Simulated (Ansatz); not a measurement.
## TaAgO3 (R3c): the LDA gap against the wavefunction cutoff

Aim: see how gap, energy and time of TaAgO3 (R3c) follow the wavefunction cutoff.

Method: DFT, LDA, plane waves, PAW; PAW set soft_1, in Ansatz 0.2.0.

This is a report of a sequence of runs, with the program logs left out and the cost of each run kept.

**1. Set-up**

Symmetry: R3c, No. 161, trigonal system. The conventional cell has a = 5.528 Å, b = 5.528 Å, c = 13.716 Å, α = 90.00°, β = 90.00°, γ = 120.00°. Nearest to Ta lie 6 O at 1.96 to 2.03 Å. Ag has 6 O at 2.40 to 2.78 Å nearest. Nearest to O lie 2 Ta at 1.96 to 2.03 Å and 2 Ag at 2.40 to 2.78 Å. Farther neighbours, and contacts between anions beyond the nearest, are not listed.

Geometry: measured cell, ions relaxed with LDA. The runs that relaxed it are not among those shown.

**2. Wavefunction cutoff: 190 eV**

The input, input.yaml:

```yaml
crystal:
  lattice:
    - [2.76405, 1.5958250116, 4.5719666667]
    - [-2.76405, 1.5958250116, 4.5719666667]
    - [0.0, -3.1916500231, 4.5719666667]
  atoms:
    - { symbol: Ta, position: [-0.0026385787, -0.0026385787, -0.0026385787] }
    - { symbol: Ta, position: [0.4973614213, 0.4973614213, 0.4973614213] }
    - { symbol: Ag, position: [0.249001027, 0.249001027, 0.249001027] }
    - { symbol: Ag, position: [0.749001027, 0.749001027, 0.749001027] }
    - { symbol: O, position: [0.8177770211, 0.6856263691, 0.2524341615] }
    - { symbol: O, position: [0.2524341615, 0.8177770211, 0.6856263691] }
    - { symbol: O, position: [0.6856263691, 0.2524341615, 0.8177770211] }
    - { symbol: O, position: [0.7524341615, 0.1856263691, 0.3177770211] }
    - { symbol: O, position: [0.1856263691, 0.3177770211, 0.7524341615] }
    - { symbol: O, position: [0.3177770211, 0.7524341615, 0.1856263691] }
kpoints:
  mp_grid: { grid: [6, 6, 6] }
  band_path:
    path:
      - [0.0, 0.0, 0.0]
      - [-0.5, -0.5, -0.5]
      - [-0.24788857, -0.75211143, -0.5]
      - [0.24788857, -0.5, -0.24788857]
      - [0.0, -0.5, 0.0]
      - [0.37394429, -0.37394429, 0.0]
      - [0.0, -0.62605571, -0.37394429]
      - [0.0, -0.5, -0.5]
      - [0.1666666667, 0.1666666667, -0.3333333333]
    npoints: 1
hamiltonian:
  xc: lda
  pseudopotentials: { kind: paw, azcp: { folder: soft_1 }, xc_functional: pbe }
scf:
  occupations: { method: fermi_dirac, width: 0.02 }
  n_extra_bands: 7
  max_iter: 80
output:
  eigenvalues: true
  forces: true
  stress: true
basis:
  ecutwfc: 190.0
```

Run with:

```console
$ ansatz run input.yaml --threads 3 --pin off --max-ram 92160MiB --backend cuda --events-out ev --progress --plain --runs-dir out --devices 1 --max-vram 13GiB
```

Run time: 6 s. Hardware: 1 × NVIDIA H100 80GB HBM3 (shared by 6 runs) with 3 threads of AMD EPYC 7R13 (Zen 3), shared host; peak memory 0.93 GiB; 3.4 s of CPU time.

This step gave:

```
pressure             : 3.145 GPa
gap                  : 1.887 eV
valence top at       : k = (0.000, 0.000, 0.167)
conduction bottom at : Γ
least direct gap     : 2.015 eV
```

The gap is indirect, with the least direct gap 0.13 eV higher.

**3. Wavefunction cutoff: 290 eV**

Edit input.yaml of step 2 so:

```diff
@@ -34,3 +34,3 @@
 scf:
-  occupations: { method: fermi_dirac, width: 0.02 }
+  occupations: { method: fixed }
   n_extra_bands: 7
@@ -42,2 +42,2 @@
 basis:
-  ecutwfc: 190.0
+  ecutwfc: 290.0
```

Run time: 10 s. Hardware: 1 × NVIDIA H100 80GB HBM3 (shared by 6 runs) with 3 threads; peak memory 0.93 GiB.

Numbers from this step:

```
pressure             : -9.262 GPa
gap                  : 1.856 eV
valence top at       : k = (0.167, 0.167, -0.333)
conduction bottom at : F
least direct gap     : 1.960 eV
```

The gap is 1.856 eV, −0.031 eV from the run before at this level.

**4. Wavefunction cutoff: 420 eV (the default)**

input.yaml, the sections that differ from step 3:

```yaml
kpoints:
  mp_grid: { grid: [6, 6, 6] }
  band_path:
    path:
      - [[0.0, 0.0, 0.0], [-0.5, -0.5, -0.5], [-0.24788857, -0.75211143, -0.5]]
      - [[0.24788857, -0.5, -0.24788857], [0.0, -0.5, 0.0], [0.0, 0.0, 0.0], [0.37394429, -0.37394429, 0.0]]
      - [[0.0, -0.62605571, -0.37394429], [0.0, -0.5, -0.5], [0.0, 0.0, 0.0]]
    npoints: 10
scf:
  occupations: { method: fermi_dirac, width: 0.02 }
  n_extra_bands: 7
output:
  eigenvalues: true
  forces: true
  stress: true
  write_density: true
  write_potential: true
  elf: true
  volumetric_format: npy
# crystal, hamiltonian: as in step 3
# basis: removed
```

Run time: 12 s. Hardware: 1 × NVIDIA H100 80GB HBM3 (shared by 6 runs) with 3 threads; peak memory 1 GiB; 6.7 s of CPU time.

This step gave:

| Quantity | Value |
| --- | --- |
| pressure | -8.114 GPa |
| gap | 1.849 eV |
| valence top at | k = (0.167, 0.167, -0.333) |
| conduction bottom at | F |
| least direct gap | 1.948 eV |

The gap is 1.849 eV, −0.007 eV from the run before at this level.

**5. Wavefunction cutoff: 630 eV**

input.yaml, the sections that differ from step 4:

```yaml
kpoints:
  mp_grid: { grid: [6, 6, 6] }
  band_path:
    path:
      - [0.0, 0.0, 0.0]
      - [-0.5, -0.5, -0.5]
      - [-0.24788857, -0.75211143, -0.5]
      - [0.24788857, -0.5, -0.24788857]
      - [0.0, -0.5, 0.0]
      - [0.37394429, -0.37394429, 0.0]
      - [0.0, -0.62605571, -0.37394429]
      - [0.0, -0.5, -0.5]
      - [0.1666666667, 0.1666666667, -0.3333333333]
    npoints: 1
scf:
  occupations: { method: fixed }
  n_extra_bands: 7
  max_iter: 80
output:
  eigenvalues: true
  forces: true
  stress: true
basis:
  ecutwfc: 630.0
# crystal, hamiltonian: as in step 4
```

Wall time 10 s (1 × NVIDIA H100 80GB HBM3 (shared by 6 runs) with 3 threads); peak memory 0.96 GiB; 8 s of CPU time.

Read from the output:

- pressure: -8.110 GPa
- gap: 1.849 eV
- valence top at: k = (0.167, 0.167, -0.333)
- conduction bottom at: F
- least direct gap: 1.948 eV

The gap is 1.849 eV, +0.001 eV from the run before at this level.

**6. The series**

Differences are against the last row; a negative gap means that bands overlap, and a run with a band path holds that path's time. Times are wall times on 1 × NVIDIA H100 80GB HBM3 (shared by 6 runs) with 3 threads of AMD EPYC 7R13 (Zen 3), shared host, good to a factor of about two.

| wavefunction cutoff | gap (eV) | direct gap (eV) | gap error (eV) | energy error (meV/atom) | irreducible k | time |
| --- | --- | --- | --- | --- | --- | --- |
| 190 eV | 1.887 | 2.015 | +0.038 | +7111.6 | 32 | 6 s |
| 290 eV | 1.856 | 1.960 | +0.006 | +345.9 | 32 | 10 s |
| 420 eV | 1.849 | 1.948 | −0.001 | +3.5 | 32 | 12 s |
| 630 eV | 1.849 | 1.948 | +0.000 | +0.0 | 32 | 10 s |

**7. Summary of results**

| Quantity | Value |
| --- | --- |
| 190 eV | 1.887 eV |
| 290 eV | 1.856 eV |
| 420 eV | 1.849 eV |
| 630 eV | 1.849 eV |

What this shows: The gap holds to 0.02 eV from 290 eV on. At 190 eV the gap is off by +0.038 eV and the energy by +7112 meV/atom.

[Long decimals in the printed logs are rounded to 6 places.]

[Logs are printed without paths, hosts, clocks, repeated set-up lines and the standing remarks that a program may print on its own settings, such as how far it seeks lower states.]

[Paths, hosts, dates, memory and timing lines, banners, echoed tables and standing remarks are left out of the program output; an Ansatz launch command may be rebuilt from the run's recorded settings. Measured values are a selection of at most five: reports struck by readers or far from the other reports are left out. None is set beside runs whose start may be inverted or whose files or cutoffs have a known fault.]

[Runs of the session that timed out or met a known fault of the program may be left out.]

[Cells called generated may have been cut or substituted from an entry of the Crystallography Open Database or the Materials Project.]

[Hosts, paths, dates, database ids (printed as entryN), source tags and the programs' standing remarks are cut or masked in the printed files.]

[Where the starting crystal was built by hand or by swapping elements, it need not be the compound's stable phase.]
